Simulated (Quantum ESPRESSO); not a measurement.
# Projected density of states of magnetic MnS

Aim: the densities of states of MnS in the lowest state of several starts.

Calculated with Quantum ESPRESSO 7.5; PBEsol with U = 4 eV on Mn d (ortho-atomic projectors); plane waves with GBRV 1.5 PBEsol potentials, no spin-orbit coupling.

The database entry behind the starting cell differs from later determinations by our own check (an axis about 0.2 % short against later determinations), so it need not match the best structure at ambient conditions.

## Step 1: The structure

Symmetry: Fm-3m, No. 225, cubic system. Conventional cell: a = 5.209 Å, b = 5.209 Å, c = 5.209 Å, α = 90.00°, β = 90.00°, γ = 90.00°. Nearest to Mn lie 6 S at 2.60 Å. Nearest to S lie 6 Mn at 2.60 Å. Farther neighbours and most contacts between anions are not listed.

The cell comes from the Crystallography Open Database.

## Step 2: The magnetic state

This state came out lowest in a comparison of starts that is told elsewhere.

Contents of pw.in:

```
&CONTROL
  calculation = 'scf'
  prefix = 'pwscf'
  outdir = './tmp'
  pseudo_dir = './pseudo'
  disk_io = 'low'
/
&SYSTEM
  ibrav = 0
  celldm(1) = 8
  nat = 4
  ntyp = 3
  ecutwfc = 40
  ecutrho = 280
  nbnd = 34
  occupations = 'smearing'
  smearing = 'fd'
  degauss = 0.00367493
  nspin = 2
  starting_magnetization(1) = 0.3
  starting_magnetization(2) = -0.3
  starting_magnetization(3) = 0
/
&ELECTRONS
  conv_thr = 8d-09
  electron_maxstep = 150
  mixing_beta = 0.3
/
ATOMIC_SPECIES
Mn1    54.9380 mn_pbesol_v1.5.uspp.F.UPF
Mn2    54.9380 mn_pbesol_v1.5.uspp.F.UPF
S      32.0600 s_pbesol_v1.4.uspp.F.UPF
CELL_PARAMETERS alat
   0.0000000000000    0.6152239614485    0.6152239614485
   0.6152239614485    0.0000000000000    0.6152239614485
   1.2304479228970    1.2304479228970    0.0000000000000
ATOMIC_POSITIONS crystal
Mn1     0.0000000000    0.0000000000    0.0000000000
Mn2     0.0000000000    0.0000000000    0.5000000000
S       0.5000000000    0.5000000000    0.2500000000
S       0.5000000000    0.5000000000    0.7500000000
K_POINTS automatic
6 6 3 0 0 0
HUBBARD {ortho-atomic}
U Mn1-3d 4.0000
U Mn2-3d 4.0000
```

The run is started by

```bash
OMP_NUM_THREADS=1 mpirun -n 4 pw.x -nk 4 -in pw.in > pw.out
```

The log of the run:

```text
Program PWSCF v.7.5 starts

     Message from routine setup:
     using ibrav=0 with symmetry is DISCOURAGED, use correct ibrav instead

     K-points division:     npool     =       4
     Subspace diagonalization in iterative solution of the eigenvalue problem:

     bravais-lattice index     =            0
     lattice parameter (alat)  =       8.0000  a.u.
     unit-cell volume          =     476.9026 (a.u.)^3
     number of atoms/cell      =            4
     number of atomic types    =            3
     number of electrons       =        42.00
     number of Kohn-Sham states=           34
     kinetic-energy cutoff     =      40.0000  Ry
     charge density cutoff     =     280.0000  Ry
     scf convergence threshold =      8.0E-09
     mixing beta               =       0.3000
     number of iterations used =            8  plain     mixing
     Exchange-correlation= SLA  PW   PSX  PSC
                           (   1   4  10   8   0   0   0)
     Hubbard projectors: ortho-atomic
     Hubbard parameters of DFT+U (Dudarev formulation) in eV:
     U(Mn1-3d) =  4.0000
     U(Mn2-3d) =  4.0000

     Internal variables: lda_plus_u =T, lda_plus_u_kind = 0

     Internal variables: orbital_resolved =F, hub_pot_fix =F, apply_U = F

     celldm(1)=   8.000000  celldm(2)=   0.000000  celldm(3)=   0.000000
     celldm(4)=   0.000000  celldm(5)=   0.000000  celldm(6)=   0.000000

     crystal axes: (cart. coord. in units of alat)
               a(1) = (   0.000000   0.615224   0.615224 )
               a(2) = (   0.615224   0.000000   0.615224 )
               a(3) = (   1.230448   1.230448   0.000000 )

     reciprocal axes: (cart. coord. in units 2 pi/alat)
               b(1) = ( -0.812712  0.812712  0.812712 )
               b(2) = (  0.812712 -0.812712  0.812712 )
               b(3) = (  0.406356  0.406356 -0.406356 )

     PseudoPot. # 1 for Mn read from file:
     mn_pbesol_v1.5.uspp.F.UPF
     Pseudo is Ultrasoft + core correction, Zval = 15.0

     PseudoPot. # 2 for Mn read from file:
     mn_pbesol_v1.5.uspp.F.UPF
     Pseudo is Ultrasoft + core correction, Zval = 15.0

     PseudoPot. # 3 for S  read from file:
     s_pbesol_v1.4.uspp.F.UPF
     Pseudo is Ultrasoft + core correction, Zval =  6.0

     atomic species   valence    mass     pseudopotential
     Mn1              15.00    54.93800     Mn( 1.00)
     Mn2              15.00    54.93800     Mn( 1.00)
     S                 6.00    32.06000     S ( 1.00)

     Starting magnetic structure
     atomic species   magnetization
     Mn1             0.300
     Mn2            -0.300
     S               0.000

     12 Sym. Ops., with inversion, found

   Cartesian axes

     site n.     atom                  positions (alat units)
         1        Mn1    tau(   1) = (   0.0000000   0.0000000   0.0000000  )
         2        Mn2    tau(   2) = (   0.6152240   0.6152240   0.0000000  )
         3        S      tau(   3) = (   0.6152240   0.6152240   0.6152240  )
         4        S      tau(   4) = (   1.2304479   1.2304479   0.6152240  )

     number of k points=    16  Fermi-Dirac smearing, width (Ry)=  0.0037
                       cart. coord. in units 2pi/alat
        k(    1) = (   0.0000000   0.0000000   0.0000000), wk =   0.0092593
        k(    2) = (   0.1354520   0.1354520  -0.1354520), wk =   0.0185185
        k(    3) = (   0.1354520  -0.1354520   0.1354520), wk =   0.0555556
        k(    4) = (   0.2709041  -0.0000000   0.0000000), wk =   0.0555556
        k(    5) = (  -0.0000000  -0.2709041   0.2709041), wk =   0.0555556
        [... 11 further k-points ...]

     Dense  grid:    37771 G-vectors     FFT dimensions: (  40,  40,  75)

     Smooth grid:    16185 G-vectors     FFT dimensions: (  30,  30,  60)

     Check: negative core charge=   -0.000037
     Generating pointlists ...
     new r_m :   0.2538 (alat units)  2.0302 (a.u.) for type    1
     new r_m :   0.2538 (alat units)  2.0302 (a.u.) for type    2
     new r_m :   0.2538 (alat units)  2.0302 (a.u.) for type    3

     Initial potential from superposition of free atoms

     starting charge      40.9998, renormalised to      42.0000

     STARTING HUBBARD OCCUPATIONS:

     =================== HUBBARD OCCUPATIONS ===================
     ------------------------ ATOM    1 ------------------------
     Tr[ns(  1)] (up, down, total) =   5.00000  0.00000  5.00000
     Atomic magnetic moment for atom   1 =   5.00000
     [... lines left out ...]
     ------------------------ ATOM    2 ------------------------
     Tr[ns(  2)] (up, down, total) =   0.00000  5.00000  5.00000
     Atomic magnetic moment for atom   2 =  -5.00000
     [... lines left out ...]
     Number of occupied Hubbard levels =   10.0000

     Atomic wfc used for Hubbard projectors are orthogonalized

     Starting wfcs are   34 randomized atomic wfcs

     Self-consistent Calculation

     iteration #  1     ecut=    40.00 Ry     beta= 0.30
     Davidson diagonalization with overlap
     ethr =  1.00E-02,  avg # of iterations =  4.8

     =================== HUBBARD OCCUPATIONS ===================
     ------------------------ ATOM    1 ------------------------
     Tr[ns(  1)] (up, down, total) =   4.84783  0.16554  5.01337
     Atomic magnetic moment for atom   1 =   4.68229
     [... lines left out ...]
     ------------------------ ATOM    2 ------------------------
     Tr[ns(  2)] (up, down, total) =   0.16556  4.84804  5.01360
     Atomic magnetic moment for atom   2 =  -4.68248
     [... lines left out ...]
     Number of occupied Hubbard levels =   10.0270

     total energy              =    -470.00452890 Ry
     estimated scf accuracy    <       0.99051918 Ry

     total magnetization       =    -0.00 Bohr mag/cell
     absolute magnetization    =     9.36 Bohr mag/cell

     iteration #  2     ecut=    40.00 Ry     beta= 0.30
     Davidson diagonalization with overlap
     ethr =  2.36E-03,  avg # of iterations =  2.0

     total energy              =    -470.18070111 Ry
     estimated scf accuracy    <       0.04232593 Ry

     total magnetization       =     0.00 Bohr mag/cell
     absolute magnetization    =     9.45 Bohr mag/cell

     [... further iterations left out ...]

     iteration # 11     ecut=    40.00 Ry     beta= 0.30
     Davidson diagonalization with overlap
     ethr =  6.98E-10,  avg # of iterations =  3.1

     negative rho (up, down):  1.857E-04 4.520E-04

     total energy              =    -470.19822056 Ry
     estimated scf accuracy    <       0.00000002 Ry

     total magnetization       =     0.00 Bohr mag/cell
     absolute magnetization    =     9.46 Bohr mag/cell

     iteration # 12     ecut=    40.00 Ry     beta= 0.30
     Davidson diagonalization with overlap
     ethr =  5.43E-11,  avg # of iterations =  3.4

     negative rho (up, down):  1.856E-04 4.519E-04

     Magnetic moment per site  (integrated on atomic sphere of radius R)
     atom   1 (R=0.254)  charge= 13.1510  magn=  4.4172
     atom   2 (R=0.254)  charge= 13.1511  magn= -4.4171
     atom   3 (R=0.254)  charge=  4.6909  magn=  0.0000
     atom   4 (R=0.254)  charge=  4.6909  magn=  0.0000

     End of self-consistent calculation

     =================== HUBBARD OCCUPATIONS ===================
     ------------------------ ATOM    1 ------------------------
     Tr[ns(  1)] (up, down, total) =   4.96460  0.30372  5.26832
     Atomic magnetic moment for atom   1 =   4.66087
     [... lines left out ...]
     ------------------------ ATOM    2 ------------------------
     Tr[ns(  2)] (up, down, total) =   0.30372  4.96460  5.26832
     Atomic magnetic moment for atom   2 =  -4.66087
     [... lines left out ...]
     Number of occupied Hubbard levels =   10.5366

     [... lines left out ...]
     the Fermi energy is    10.3635 ev

!    total energy              =    -470.19822058 Ry
     estimated scf accuracy    <          4.4E-10 Ry
     smearing contrib. (-TS)   =      -0.00000000 Ry
     internal energy E=F+TS    =    -470.19822058 Ry

     The total energy is F=E-TS. E is the sum of the following terms:
     one-electron contribution =    -265.16279084 Ry
     hartree contribution      =     147.61611248 Ry
     xc contribution           =     -69.75600578 Ry
     ewald contribution        =    -282.98656422 Ry
     Hubbard energy            =       0.09102779 Ry

     total magnetization       =     0.00 Bohr mag/cell
     absolute magnetization    =     9.46 Bohr mag/cell

     convergence has been achieved in  12 iterations

=------------------------------------------------------------------------------=
   JOB DONE.
=------------------------------------------------------------------------------=
```

Run time: 16 s. Hardware: 4 MPI ranks of Arm Neoverse V2, shared host; peak memory 0.45 GiB.

Spin moment in the atom's sphere by atom:

| atom | spin moment in the atom's sphere (μB) |
| --- | --- |
| Mn1 | 4.42 |
| Mn2 | -4.42 |
| S3 | 0.00 |
| S4 | 0.00 |

Read from the output:

| Quantity | Value |
| --- | --- |
| smearing term TS | 4.09e-11 eV |
| magnetization | 0 μB |
| absolute magnetization | 9.457 μB |
| final state | antiferromagnetic |

## Step 3: Post-processing

Contents of projwfc.in:

```
&PROJWFC
  prefix = 'pwscf'
  outdir = './tmp'
  filpdos = 'pdos'
  ngauss = 0
  degauss = 0.01
  DeltaE = 0.05
  Emin = 1.36
  Emax = 15.36
/
```

The run is started by

```bash
OMP_NUM_THREADS=1 mpirun -n 4 projwfc.x -nk 4 -in projwfc.in > projwfc.out
```

The log of the run:

```text
[banner, memory and clock lines left out]
Program PROJWFC v.7.5 starts

     [... lines left out ...]
     IMPORTANT: XC functional enforced from input :
     Exchange-correlation= PBESOL
                           (   1   4  10   8   0   0   0)
     Any further DFT definition will be discarded
     Please, verify this is what you really want

     G-vector sticks info

     Check: negative core charge=   -0.000037

     negative rho (up, down):  1.856E-04 4.519E-04

     Gaussian broadening (read from input): ngauss,degauss=   0    0.010000

     Calling projwave ....

  Problem Sizes
  natomwfc =           34
  nbnd     =           34
  nkstot   =           32
  npwx     =         2052
  nkb      =           72

     Atomic states used for projection
     (read from pseudopotential files):

     state #   1: atom   1 (Mn1), wfc  1 (l=0 m= 1)
     state #   2: atom   1 (Mn1), wfc  2 (l=1 m= 1)
     state #   3: atom   1 (Mn1), wfc  2 (l=1 m= 2)
     state #   4: atom   1 (Mn1), wfc  2 (l=1 m= 3)
     state #   5: atom   1 (Mn1), wfc  3 (l=0 m= 1)
     state #   6: atom   1 (Mn1), wfc  4 (l=2 m= 1)
     state #   7: atom   1 (Mn1), wfc  4 (l=2 m= 2)
     state #   8: atom   1 (Mn1), wfc  4 (l=2 m= 3)
     state #   9: atom   1 (Mn1), wfc  4 (l=2 m= 4)
     state #  10: atom   1 (Mn1), wfc  4 (l=2 m= 5)
     state #  11: atom   1 (Mn1), wfc  5 (l=1 m= 1)
     state #  12: atom   1 (Mn1), wfc  5 (l=1 m= 2)
     state #  13: atom   1 (Mn1), wfc  5 (l=1 m= 3)
     state #  14: atom   2 (Mn2), wfc  1 (l=0 m= 1)
     state #  15: atom   2 (Mn2), wfc  2 (l=1 m= 1)
     state #  16: atom   2 (Mn2), wfc  2 (l=1 m= 2)
     state #  17: atom   2 (Mn2), wfc  2 (l=1 m= 3)
     state #  18: atom   2 (Mn2), wfc  3 (l=0 m= 1)
     state #  19: atom   2 (Mn2), wfc  4 (l=2 m= 1)
     state #  20: atom   2 (Mn2), wfc  4 (l=2 m= 2)
     state #  21: atom   2 (Mn2), wfc  4 (l=2 m= 3)
     state #  22: atom   2 (Mn2), wfc  4 (l=2 m= 4)
     state #  23: atom   2 (Mn2), wfc  4 (l=2 m= 5)
     state #  24: atom   2 (Mn2), wfc  5 (l=1 m= 1)
     state #  25: atom   2 (Mn2), wfc  5 (l=1 m= 2)
     state #  26: atom   2 (Mn2), wfc  5 (l=1 m= 3)
     state #  27: atom   3 (S  ), wfc  1 (l=0 m= 1)
     state #  28: atom   3 (S  ), wfc  2 (l=1 m= 1)
     state #  29: atom   3 (S  ), wfc  2 (l=1 m= 2)
     state #  30: atom   3 (S  ), wfc  2 (l=1 m= 3)
     state #  31: atom   4 (S  ), wfc  1 (l=0 m= 1)
     state #  32: atom   4 (S  ), wfc  2 (l=1 m= 1)
     state #  33: atom   4 (S  ), wfc  2 (l=1 m= 2)
     state #  34: atom   4 (S  ), wfc  2 (l=1 m= 3)

 [... projections of the bands left out ...]

Lowdin Charges:

     Atom #   1: total charge =  14.9317, s =  2.4740, p =  7.1894, d =  5.2683,
                 spin up      =   9.8330, s =  1.2570,
                 spin up      =   9.8330, p =  3.6114, pz=  1.2038, px=  1.2038, py=  1.2038,
                 spin up      =   9.8330, d =  4.9646, dz2=  0.9894, dxz=  0.9953, dyz=  0.9953, dx2-y2=  0.9894, dxy=  0.9953,
                 spin down    =   5.0988, s =  1.2170,
                 spin down    =   5.0988, p =  3.5780, pz=  1.1927, px=  1.1927, py=  1.1927,
                 spin down    =   5.0988, d =  0.3037, dz2=  0.1175, dxz=  0.0229, dyz=  0.0229, dx2-y2=  0.1175, dxy=  0.0229,
                 polarization =   4.7342, s =  0.0400, p =  0.0334, d =  4.6609,
     Atom #   2: total charge =  14.9317, s =  2.4740, p =  7.1894, d =  5.2683,
                 spin up      =   5.0988, s =  1.2170,
                 spin up      =   5.0988, p =  3.5780, pz=  1.1927, px=  1.1927, py=  1.1927,
                 spin up      =   5.0988, d =  0.3037, dz2=  0.1175, dxz=  0.0229, dyz=  0.0229, dx2-y2=  0.1175, dxy=  0.0229,
                 spin down    =   9.8330, s =  1.2570,
                 spin down    =   9.8330, p =  3.6114, pz=  1.2038, px=  1.2038, py=  1.2038,
                 spin down    =   9.8330, d =  4.9646, dz2=  0.9894, dxz=  0.9953, dyz=  0.9953, dx2-y2=  0.9894, dxy=  0.9953,
                 polarization =  -4.7342, s = -0.0399, p = -0.0334, d = -4.6609,
     Atom #   3: total charge =   6.0363, s =  1.5320, p =  4.5044, d =  0.0000,
                 spin up      =   3.0182, s =  0.7660,
                 spin up      =   3.0182, p =  2.2522, pz=  0.7507, px=  0.7507, py=  0.7507,
                 spin up      =   3.0182, d =  0.0000, dz2=  0.0000, dxz=  0.0000, dyz=  0.0000, dx2-y2=  0.0000, dxy=  0.0000,
                 spin down    =   3.0182, s =  0.7660,
                 spin down    =   3.0182, p =  2.2522, pz=  0.7507, px=  0.7507, py=  0.7507,
                 spin down    =   3.0182, d =  0.0000, dz2=  0.0000, dxz=  0.0000, dyz=  0.0000, dx2-y2=  0.0000, dxy=  0.0000,
                 polarization =  -0.0000, s = -0.0000, p = -0.0000, d =  0.0000,
     Atom #   4: total charge =   6.0363, s =  1.5320, p =  4.5044, d =  0.0000,
                 spin up      =   3.0182, s =  0.7660,
                 spin up      =   3.0182, p =  2.2522, pz=  0.7507, px=  0.7507, py=  0.7507,
                 spin up      =   3.0182, d =  0.0000, dz2=  0.0000, dxz=  0.0000, dyz=  0.0000, dx2-y2=  0.0000, dxy=  0.0000,
                 spin down    =   3.0182, s =  0.7660,
                 spin down    =   3.0182, p =  2.2522, pz=  0.7507, px=  0.7507, py=  0.7507,
                 spin down    =   3.0182, d =  0.0000, dz2=  0.0000, dxz=  0.0000, dyz=  0.0000, dx2-y2=  0.0000, dxy=  0.0000,
                 polarization =  -0.0000, s = -0.0000, p = -0.0000, d =  0.0000,
     Spilling Parameter:   0.0015
```

The job ended after 1.5 s (4 MPI ranks; peak memory 0.08 GiB; 5.8 s of CPU time).

The density of states has structure finer than the step of the table below, so its rows give means over 0.5 eV, whole bins alone (the curve runs from -9.00 to 5.05 eV). Peaks (eV: height): up -6.15: 5.57, -5.70: 4.81, -4.95: 3.1, 2.75: 4.36; down -6.15: 5.57, -5.70: 4.81, -4.95: 3.1, 2.75: 4.36; Mn1 d up = Mn2 d down -6.15: 4.12, -5.65: 3.81, -4.95: 1.53; Mn1 d down 1.95: 1.53, 3.10: 3.74; Mn2 d up 1.95: 1.53, 3.10: 3.74.

Gaussian broadening of 0.136 eV on the SCF mesh. Density of states against energy, zero at the Fermi level; means over each step; values in states/eV/cell:

| energy (eV) | up | down | Mn1 d up = Mn2 d down | Mn1 d down | Mn2 d up | S3 p up = S3 p down |
| --- | --- | --- | --- | --- | --- | --- |
| -8.0 | 0 | 0 | 0 | 0 | 0 | 0 |
| -7.5 | 0.0304 | 0.0304 | 0.00928 | 3.2e-4 | 3.2e-4 | 0.00732 |
| -7.0 | 0.712 | 0.712 | 0.296 | 0.00505 | 0.00505 | 0.141 |
| -6.5 | 2.53 | 2.53 | 1.50 | 0.00944 | 0.00944 | 0.359 |
| -6.0 | 4.03 | 4.03 | 3.00 | 0.0221 | 0.0221 | 0.369 |
| -5.5 | 2.76 | 2.76 | 2.28 | 0.0202 | 0.0202 | 0.160 |
| -5.0 | 2.09 | 2.09 | 1.07 | 0.0391 | 0.0391 | 0.325 |
| -4.5 | 1.12 | 1.12 | 0.456 | 0.0248 | 0.0248 | 0.217 |
| -4.0 | 1.61 | 1.61 | 0.289 | 0.0539 | 0.0539 | 0.464 |
| -3.5 | 1.31 | 1.31 | 0.139 | 0.0476 | 0.0476 | 0.443 |
| -3.0 | 1.01 | 1.01 | 0.0600 | 0.0623 | 0.0623 | 0.375 |
| -2.5 | 1.50 | 1.50 | 0.225 | 0.0747 | 0.0747 | 0.486 |
| -2.0 | 1.95 | 1.95 | 0.311 | 0.119 | 0.119 | 0.649 |
| -1.5 | 1.19 | 1.19 | 0.172 | 0.0904 | 0.0904 | 0.427 |
| -1.0 | 0.148 | 0.148 | 0.0181 | 0.00609 | 0.00609 | 0.0586 |
| -0.5 | 3.3e-5 | 3.3e-5 | 4.6e-6 | 0 | 0 | 9.3e-6 |
| 0.0 | 0 | 0 | 0 | 0 | 0 | 0 |
| 0.5 | 0 | 0 | 0 | 0 | 0 | 0 |
| 1.0 | 0.0436 | 0.0436 | 1.1e-4 | 0.00217 | 0.00217 | 1.6e-4 |
| 1.5 | 0.581 | 0.581 | 0.00328 | 0.358 | 0.358 | 0.00458 |
| 2.0 | 2.07 | 2.07 | 0.00449 | 1.34 | 1.34 | 0.0197 |
| 2.5 | 3.23 | 3.23 | 0.00730 | 2.44 | 2.44 | 0.0700 |
| 3.0 | 4.00 | 4.00 | 0.00685 | 3.36 | 3.36 | 0.0939 |
| 3.5 | 1.01 | 1.01 | 0.00356 | 0.653 | 0.653 | 0.0527 |
| 4.0 | 1.60 | 1.60 | 0.00364 | 0.304 | 0.304 | 0.0519 |
| 4.5 | 0.661 | 0.661 | 0.00158 | 0.0799 | 0.0799 | 0.0449 |

## Step 4: What came out

| Item | Value |
| --- | --- |
| state | antiferromagnetic |
| largest moment in a sphere | 4.42 μB |

In words: The most distinct maxima of the density of states (up) lie at -6.15, -5.70, -4.95, -2.10 and 2.75 eV, the highest at -6.15 eV. These are Kohn–Sham states without spin–orbit coupling, on the mesh of the self-consistent run. The moments are opposed on like sites, so the totals of the two spins are equal and the projections on single atoms show the splitting.

[Logs and program files are shortened in this print: banners, set-up blocks, solver, clock and traceback lines can be left out without a mark of their own.]

[Logs are printed without paths, hosts, clocks, repeated set-up lines and the standing remarks that a program may print on its own settings, such as how far it seeks lower states.]

[Hosts, paths, dates, database ids (printed as entryN), source tags and the programs' standing remarks are cut or masked in the printed files.]

[Where a cell is said to come from a database of computed structures, the database is the Materials Project.]
